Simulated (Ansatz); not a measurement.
**BeInCl3 (model cell, started as cubic perovskite with Be in the octahedra): a soft mode frozen in**

Wanted: the energy along a soft mode of BeInCl3 (model cell, started as cubic perovskite with Be in the octahedra) and the structure at the end.

Main program and level: Ansatz 0.2.0; DFT PBEsol, scalar-relativistic, plane waves, PAW; PAW set soft_1.

This is a report of a sequence of runs, with most program output left out.

The structure was built from a prototype and need not be the compound's stable phase.

## Step 1: Set-up

Symmetry: Pm-3m, No. 221, cubic system. The conventional cell has a = 4.586 Å, b = 4.586 Å, c = 4.586 Å, α = 90.00°, β = 90.00°, γ = 90.00°. Nearest to In lie 12 Cl at 3.24 Å. Be has 6 Cl at 2.29 Å nearest. Cl has 2 Be at 2.29 Å nearest. Farther neighbours and most contacts between anions are not listed.

Structure file:

```cif
data_structure
_symmetry_space_group_name_H-M 'Pm-3m'
_symmetry_Int_Tables_number 221
_cell_length_a 4.5856
_cell_length_b 4.5856
_cell_length_c 4.5856
_cell_angle_alpha 90.000
_cell_angle_beta 90.000
_cell_angle_gamma 90.000
_cell_volume 96.42
loop_
_atom_site_label
_atom_site_type_symbol
_atom_site_symmetry_multiplicity
_atom_site_Wyckoff_symbol
_atom_site_fract_x
_atom_site_fract_y
_atom_site_fract_z
_atom_site_occupancy
In1 In 1 a 0.00000 0.00000 0.00000 1
Be1 Be 1 b 0.50000 0.50000 0.50000 1
Cl1 Cl 3 c 0.50000 0.50000 0.00000 1
```

## Step 2: Phonons on a q mesh

The cell comes from relaxations at this level that are not shown. Stability and thermal properties need the whole zone. Linear response on a 4×4×4 q mesh gives force constants as far as a supercell of that size would, and the tensors from the zone-centre run are typed in so that the long-range dipole term is interpolated apart.

File input.yaml:

```yaml
crystal:
  lattice:
    - [4.5855703072, 0.0, 0.0]
    - [0.0, 4.5855703072, 0.0]
    - [0.0, 0.0, 4.5855703072]
  atoms:
    - { symbol: In, position: [0.0, 0.0, 0.0] }
    - { symbol: Be, position: [0.5, 0.5, 0.5] }
    - { symbol: Cl, position: [0.5, 0.5, 0.0] }
    - { symbol: Cl, position: [0.5, 0.0, 0.5] }
    - { symbol: Cl, position: [0.0, 0.5, 0.5] }
kpoints:
  mp_grid: { grid: [8, 8, 8] }
hamiltonian:
  xc: pbesol
  pseudopotentials: { kind: paw, azcp: { folder: soft_1 }, xc_functional: pbe }
scf:
  occupations: { method: fixed }
output:
  eigenvalues: true
phonons:
  method: dfpt
  qmesh: [4, 4, 4]
  temperatures: { t_max: 1000, t_step: 50 }
  qpath:
    path:
      - [[0.0, 0.0, 0.0], [0.0, 0.5, 0.0], [0.5, 0.5, 0.0], [0.0, 0.0, 0.0], [0.5, 0.5, 0.5], [0.0, 0.5, 0.0]]
      - [[0.5, 0.5, 0.5], [0.5, 0.5, 0.0]]
    npoints: 10
  non_analytic_term:
    high_frequency_dielectric_tensor: [[5.729, 0.0, 0.0], [0.0, 5.729, 0.0], [0.0, 0.0, 5.729]]
    born_effective_charges:
      - { species: In, tensor: [[2.4062, 0.0, 0.0], [0.0, 2.4062, 0.0], [0.0, 0.0, 2.4062]] }
      - { species: Be, tensor: [[2.8182, 0.0, 0.0], [0.0, 2.8182, 0.0], [0.0, 0.0, 2.8182]] }
      - { species: Cl, tensor: [[-1.3845, 0.0, 0.0], [0.0, -1.3845, 0.0], [0.0, 0.0, -2.4555]] }
      - { species: Cl, tensor: [[-1.3845, 0.0, 0.0], [0.0, -2.4555, 0.0], [0.0, 0.0, -1.3845]] }
      - { species: Cl, tensor: [[-2.4555, 0.0, 0.0], [0.0, -1.3845, 0.0], [0.0, 0.0, -1.3845]] }
    source: "zone-centre run at this cell"
```

Command:

```
ansatz run input.yaml --threads 4 --pin off --max-ram 16384MiB --backend cpu --events-out ev --progress --plain --runs-dir out
```

It took 11 min on 4 threads of Arm Neoverse V1, shared host; peak memory 2.6 GiB.

This step gave:

```
gap on the k-mesh                                       : 1.689 eV
volume per atom                                         : 19.28 Å³
sum-rule residual before enforcement                    : 9.11e-5 eV/Å²
lowest frequency on the path                            : -289.1 cm⁻¹
point group                                             : m-3m
highest frequency on the path or at a solved wavevector : 360.8 cm⁻¹
highest optical mode at the zone centre (no LO-TO term) : 221.2 cm⁻¹
lowest optical zone-centre mode                         : -289.1 cm⁻¹
lowest mode on the q mesh (acoustic modes at Γ apart)   : -289.1 cm⁻¹
```

Frequencies (cm⁻¹) solved at each irreducible wavevector; negative means imaginary. Frequencies by wavevector, by row:

```tsv
q in reciprocal lattice units	star	mode 1	mode 2	mode 3	mode 4	mode 13	mode 14	mode 15
0 0 0	1	-289.1	-289.1	-289.1	0	221.2	221.2	221.2
0 0 0.25	6	-286	-286	39.8	39.8	220.9	220.9	260.4
0 0 -0.5	3	-283	-283	44.9	44.9	221.1	221.1	315.2
0 0.25 0.25	12	-283	-179.7	35.5	37.6	219.9	244.7	267.9
0 0.25 -0.5	12	-279.9	-154.9	43.7	45.8	222.6	258.1	316.3
0 -0.5 -0.5	3	-276.9	-99	45.3	45.3	272.4	319	319
0.25 0.25 0.25	8	-176.6	-176.6	31.8	44.7	220.4	258.3	289.6
0.25 0.25 -0.5	12	-173.6	-139	45.3	47.5	244	285.3	328.2
0.25 -0.5 -0.5	6	-155.9	-104.1	48.1	48.1	296.6	339.8	339.8
-0.5 -0.5 -0.5	1	-109.2	-109.2	49.7	49.7	360.8	360.8	360.8
```

Interpolated from a 4×4×4 q mesh, with the LO-TO term (at Γ the limit along the path; where Γ stands inside the path, tables give the limit on arrival). The phonon branches at the labelled points (cm⁻¹):

```tsv
point	branch 1	branch 2	branch 3	branch 4	branch 12	branch 13	branch 14	branch 15
Γ	-289	-289	-116	0	196	221	221	228
halfway	-286	-286	40	40	216	221	221	260
X	-283	-283	45	45	218	221	221	315
halfway	-280	-155	44	46	219	222	258	316
M	-277	-99	45	45	217	272	319	319
halfway	-283	-180	35	38	212	220	245	268
Γ	-289	-289	-116	0	196	221	221	228
halfway	-177	-177	32	45	220	220	258	290
R	-109	-109	50	50	309	361	361	361
halfway	-174	-139	45	48	231	244	285	328
X	-283	-283	45	45	218	221	221	315
jump to R	-109	-109	50	50	309	361	361	361
halfway	-156	-104	48	48	249	297	340	340
M	-277	-99	45	45	217	272	319	319
```

Symmetry leaves 10 wavevectors to solve. The lowest mode among them, the acoustic zeros apart, lies at Γ and is imaginary, 289.1i cm⁻¹, so the energy falls along it.

## Step 3: The mode frozen in, largest atomic shift 0 Å

The mode followed lies at q = (0, 0.25, 0.25) with frequency 283.0i cm⁻¹, one of the unstable modes though not the softest. At small amplitude the distorted cell has space group no. 51 by a symmetry search on the positions. The undistorted cell that holds it gives the zero of energy on the same k mesh.

System of this step: BeInCl3 (model cell, started as cubic perovskite with Be in the octahedra). Symmetry: Pm-3m, No. 221, cubic system. Conventional cell: a = 4.586 Å, b = 4.586 Å, c = 4.586 Å, α = 90.00°, β = 90.00°, γ = 90.00°. Nearest to In lie 12 Cl at 3.24 Å. Nearest to Be lie 6 Cl at 2.29 Å. Nearest to Cl lie 2 Be at 2.29 Å. Nearest to Cl lie 2 Be at 2.29 Å. Farther neighbours and most contacts between anions are not listed.

File input.yaml:

```yaml
crystal:
  lattice:
    - [4.5855703072, 0.0, 0.0]
    - [0.0, 4.5855703072, -4.5855703072]
    - [0.0, 9.1711406144, 9.1711406144]
  atoms:
    - { symbol: In, position: [0.0, 0.0, 0.0] }
    - { symbol: In, position: [0.0, 0.5, 0.25] }
    - { symbol: In, position: [0.0, 0.0, 0.5] }
    - { symbol: In, position: [0.0, 0.5, 0.75] }
    - { symbol: Be, position: [0.5, 0.0, 0.25] }
    - { symbol: Be, position: [0.5, 0.5, 0.5] }
    - { symbol: Be, position: [0.5, 0.0, 0.75] }
    - { symbol: Be, position: [0.5, 0.5, 0.0] }
    - { symbol: Cl, position: [0.5, 0.25, 0.125] }
    - { symbol: Cl, position: [0.5, 0.75, 0.375] }
    - { symbol: Cl, position: [0.5, 0.25, 0.625] }
    - { symbol: Cl, position: [0.5, 0.75, 0.875] }
    - { symbol: Cl, position: [0.5, 0.75, 0.125] }
    - { symbol: Cl, position: [0.5, 0.25, 0.375] }
    - { symbol: Cl, position: [0.5, 0.75, 0.625] }
    - { symbol: Cl, position: [0.5, 0.25, 0.875] }
    - { symbol: Cl, position: [0.0, 0.0, 0.25] }
    - { symbol: Cl, position: [0.0, 0.5, 0.5] }
    - { symbol: Cl, position: [0.0, 0.0, 0.75] }
    - { symbol: Cl, position: [0.0, 0.5, 0.0] }
kpoints:
  mp_grid: { grid: [6, 4, 2] }
hamiltonian:
  xc: pbesol
  pseudopotentials: { kind: paw, azcp: { folder: soft_1 }, xc_functional: pbe }
scf:
  occupations: { method: gaussian, width: 0.02 }
output:
  forces: true
  stress: true
  eigenvalues: true
```

It took 16 s on 4 threads; peak memory 1.4 GiB; 60 s of CPU time.

This step gave:

```yaml
pressure: 0.009027 GPa
energy_from_the_undistorted_cell: 0 meV/atom
```

At this level the gap is 1.69 eV on the k-mesh of the self-consistent run, which can miss the band edges.

## Step 4: The mode frozen in, largest atomic shift 0.22 Å

The atoms are moved along the unstable eigenvector, the largest shift by 0.22 Å, with the cell fixed.

File input.yaml:

```yaml
crystal:
  lattice:
    - [4.5855703072, 0.0, 0.0]
    - [0.0, 4.5855703072, -4.5855703072]
    - [0.0, 9.1711406144, 9.1711406144]
  atoms:
    - { symbol: In, position: [0.0001401687, 0.0, 0.0] }
    - { symbol: In, position: [0.0, 0.5, 0.25] }
    - { symbol: In, position: [-0.0001401687, 0.0, 0.5] }
    - { symbol: In, position: [0.0, 0.5, 0.75] }
    - { symbol: Be, position: [0.5, 0.0, 0.25] }
    - { symbol: Be, position: [0.4520234158, 0.5, 0.5] }
    - { symbol: Be, position: [0.5, 0.0, 0.75] }
    - { symbol: Be, position: [0.5479765842, 0.5, 0.0] }
    - { symbol: Cl, position: [0.4987967679, 0.25, 0.125] }
    - { symbol: Cl, position: [0.5012032321, 0.75, 0.375] }
    - { symbol: Cl, position: [0.5012032321, 0.25, 0.625] }
    - { symbol: Cl, position: [0.4987967679, 0.75, 0.875] }
    - { symbol: Cl, position: [0.4987967679, 0.75, 0.125] }
    - { symbol: Cl, position: [0.5012032321, 0.25, 0.375] }
    - { symbol: Cl, position: [0.5012032321, 0.75, 0.625] }
    - { symbol: Cl, position: [0.4987967679, 0.25, 0.875] }
    - { symbol: Cl, position: [0.0, 0.0, 0.25] }
    - { symbol: Cl, position: [0.0090933232, 0.5, 0.5] }
    - { symbol: Cl, position: [0.0, 0.0, 0.75] }
    - { symbol: Cl, position: [-0.0090933232, 0.5, 0.0] }
kpoints:
  mp_grid: { grid: [6, 4, 2] }
hamiltonian:
  xc: pbesol
  pseudopotentials: { kind: paw, azcp: { folder: soft_1 }, xc_functional: pbe }
scf:
  occupations: { method: gaussian, width: 0.02 }
output:
  forces: true
  stress: true
  eigenvalues: true
```

Run time: 16 s. Hardware: 4 threads; peak memory 1.4 GiB; 63 s of CPU time.

Numbers from this step:

* pressure: 0.4267 GPa
* gap on the k-mesh: 1.695 eV
* energy from the undistorted cell: -4.675 meV/atom

The energy, extrapolated to zero smearing, is -4.67 meV/atom against the undistorted cell.

The run ends at a pressure of 0.43 GPa, with forces up to 0.16 eV/Å.

## Step 5: Energy along the mode, all amplitudes (two of the runs are shown above)

An imaginary frequency means negative curvature, so the energy should fall and then rise again as anharmonic terms take over.

Numbers from this step:

```
depth at the lowest point sampled  : 4.675 meV/atom
largest atomic shift at that point : 0.22 Å
```

The energy from the parent by largest atomic shift:

```tsv
largest atomic shift (Å)	energy from the parent (meV/atom)
0.000	0
0.040	-0.242
0.080	-0.931
0.140	-2.55
0.220	-4.67
0.320	-3.33
0.450	18.7
```

Displacement at unit largest shift by atom:

```tsv
atom	x (Å)	y (Å)	z (Å)	size
In1	0.00	0.00	0.00	0.00
In2	0.00	0.00	0.00	0.00
In3	0.00	0.00	0.00	0.00
In4	0.00	0.00	0.00	0.00
Be5	0.00	0.00	0.00	0.00
Be6	-1.00	0.00	0.00	1.00
Be7	0.00	0.00	0.00	0.00
Be8	1.00	0.00	0.00	1.00
Cl9	-0.03	0.00	0.00	0.03
Cl10	0.03	0.00	0.00	0.03
Cl11	0.03	0.00	0.00	0.03
Cl12	-0.03	0.00	0.00	0.03
Cl13	-0.03	0.00	0.00	0.03
Cl14	0.03	0.00	0.00	0.03
Cl15	0.03	0.00	0.00	0.03
Cl16	-0.03	0.00	0.00	0.03
Cl17	0.00	0.00	0.00	0.00
Cl18	0.19	0.00	0.00	0.19
Cl19	0.00	0.00	0.00	0.00
Cl20	-0.19	0.00	0.00	0.19
```

The lowest of the steps tried is at 0.22 Å, 4.67 meV/atom below the parent; the bottom of the well need not coincide with a step.

## Step 6: Relaxation from the frozen mode

Starting from the lowest point found, all atoms and the cell are let go, so that strain and other modes of the same symmetry can join in.

Changes to input.yaml since step 4:

```diff
@@ -32,3 +32,3 @@
 scf:
-  occupations: { method: gaussian, width: 0.02 }
+  occupations: { method: fixed }
 output:
@@ -37 +37,6 @@
   eigenvalues: true
+relax:
+  adjacent_minimum: "off"
+  f_tol: 0.002
+  max_steps: 120
+  cell: { stress_tol: 0.03 }
```

Wall time 2.9 min (4 threads); peak memory 1.4 GiB.

Step by step:

```tsv
step	energy less that of the first step (eV)	largest force component (eV/Å)	pressure (GPa)	volume (Å³)
1	0.0000	0.1624	0.43	385.69
2	-0.0346	0.2382	0.04	388.93
3	-0.1261	0.1093	-0.44	397.74
4	-0.1421	0.1809	0.16	396.26
5	-0.1497	0.0243	0.02	396.23
6	-0.1501	0.0116	-0.03	396.76
7	-0.1504	0.0019	0.00	396.59
8	-0.1504	0.0040	-0.01	396.59
9	-0.1504	0.0003	0.00	396.53
10*	-0.1517	0.0003	0.00	396.53
```

Relaxation steps marked * repeat the geometry before them on a plane-wave basis chosen anew for their cell, so energy and pressure can jump there.

Forces are held to the 8 operations that the run works with; a distortion that breaks them can't arise in this run.

```tsv
cell as run	before	after	change
a (Å)	4.586	4.898	+6.8 %
b (Å)	6.485	6.362	-1.9 %
c (Å)	12.970	12.726	-1.9 %
volume (Å³/atom)	19.28	19.83	+2.8 %
```

The atoms that moved most (Å, as changes of fractional coordinates times the final cell):

```tsv
atom	dx	dy	dz	length
Be8	0.162	0.000	0.000	0.162
Be6	-0.162	0.000	0.000	0.162
In3	-0.064	0.000	0.000	0.064
In1	0.064	0.000	0.000	0.064
Cl18	0.053	0.000	0.000	0.053
Cl20	-0.053	0.000	0.000	0.053
Cl9	-0.039	0.001	-0.002	0.039
Cl13	-0.039	-0.002	0.001	0.039
```

The relaxed structure:

```
In Be Cl
1.0
     4.89788    0.00000    0.00000
     0.00000    4.49841   -4.49841
     0.00000    8.99863    8.99863
In Be Cl
4 4 12
Direct
  0.01319 0.00000 0.00000
  0.00000 0.50000 0.25000
  0.98681 0.00000 0.50000
  0.00000 0.50000 0.75000
  0.50000 0.00000 0.25000
  0.41903 0.50000 0.50000
  0.50000 0.00000 0.75000
  0.58097 0.50000 0.00000
  0.49082 0.25027 0.12493
  0.50918 0.74973 0.37507
  0.50918 0.25027 0.62493
  0.49082 0.74973 0.87507
  0.49082 0.74973 0.12493
  0.50918 0.25027 0.37507
  0.50918 0.74973 0.62493
  0.49082 0.25027 0.87507
  0.00000 0.00000 0.25000
  0.01988 0.50000 0.50000
  0.00000 0.00000 0.75000
  0.98012 0.50000 0.00000
```

Numbers from this step:

```yaml
pressure: 0.001324 GPa
gap_on_the_k_mesh: 1.621 eV
volume_per_atom: 19.83 Å³
```

The distorted start has space group Pmma; the relaxation ends in Pmma.

## Step 7: The phases reached

The phases reached along the modes that were followed are set side by side.

Energies are those of the first relaxation, on the mesh of the frozen mode; space group, volume and gap are those of the last relaxation. Phases, by row:

```tsv
mode frozen in	space group	energy from parent (meV/atom)	volume (Å³/atom)	gap on mesh (eV)	lowest zone-centre optical mode (cm⁻¹)	largest shift (Å)
parent	Pm-3m	0	19.29	1.689	–	–
q = (0, 0, 0), 289i cm⁻¹	P4mm	-54.04	21.3	1.73	-283	0.417
q = (0, 0, 0), 289i cm⁻¹	R3m	-178	25.3	3.354	11.6	1.024
q = (0, 0, 0), 289i cm⁻¹	Amm2	-213.6	22.93	1.443	10	0.73
q = (0, 0.25, 0.25), 283i cm⁻¹	Pmma	-12.26	19.83	1.621	–	0.397
```

## Step 8: Results

| Quantity | Value |
| --- | --- |
| unstable mode of the parent | q = (0, 0.25, 0.25), 283i cm⁻¹ |
| depth at the lowest point sampled | 4.67 meV/atom |
| largest atomic shift at that point | 0.22 Å |
| space group reached (within 0.01 Å) | Pmma |
| energy gained over the parent (first relaxation, on the mesh of the frozen mode) | 12.3 meV/atom |
| volume per atom, phase reached | 19.8 Å³ |
| gap on the k-mesh, phase reached | 1.62 eV |

**Reading.** Along this mode the structure falls into Pmma, 12.3 meV/atom below the parent. At the parent's cell the well is 4.675 meV/atom deep on the steps tried, with its lowest point at a shift of 0.22 Å. Relaxing atoms and cell changes the gain by +7.58 meV/atom against the lowest step (energies at zero smearing). Most of the total comes from this relaxation. The modes of the phase reached were not computed on this path. Of the 4 patterns followed to their end from this parent, this one ends 201 meV/atom above the lowest, Amm2. Each path keeps the symmetry of its pattern, so a lower phase may lie along a pattern not tried. The PAW files were made for PBE and serve the other functionals too. The starting cell was built on a prototype and not taken from a measurement, so the phase need not exist.

[Logs are printed without paths, hosts, clocks, repeated set-up lines and the standing remarks that a program may print on its own settings, such as how far it seeks lower states.]

[Hosts, paths, dates, database ids (printed as entryN), source tags and the programs' standing remarks are cut or masked in the printed files.]
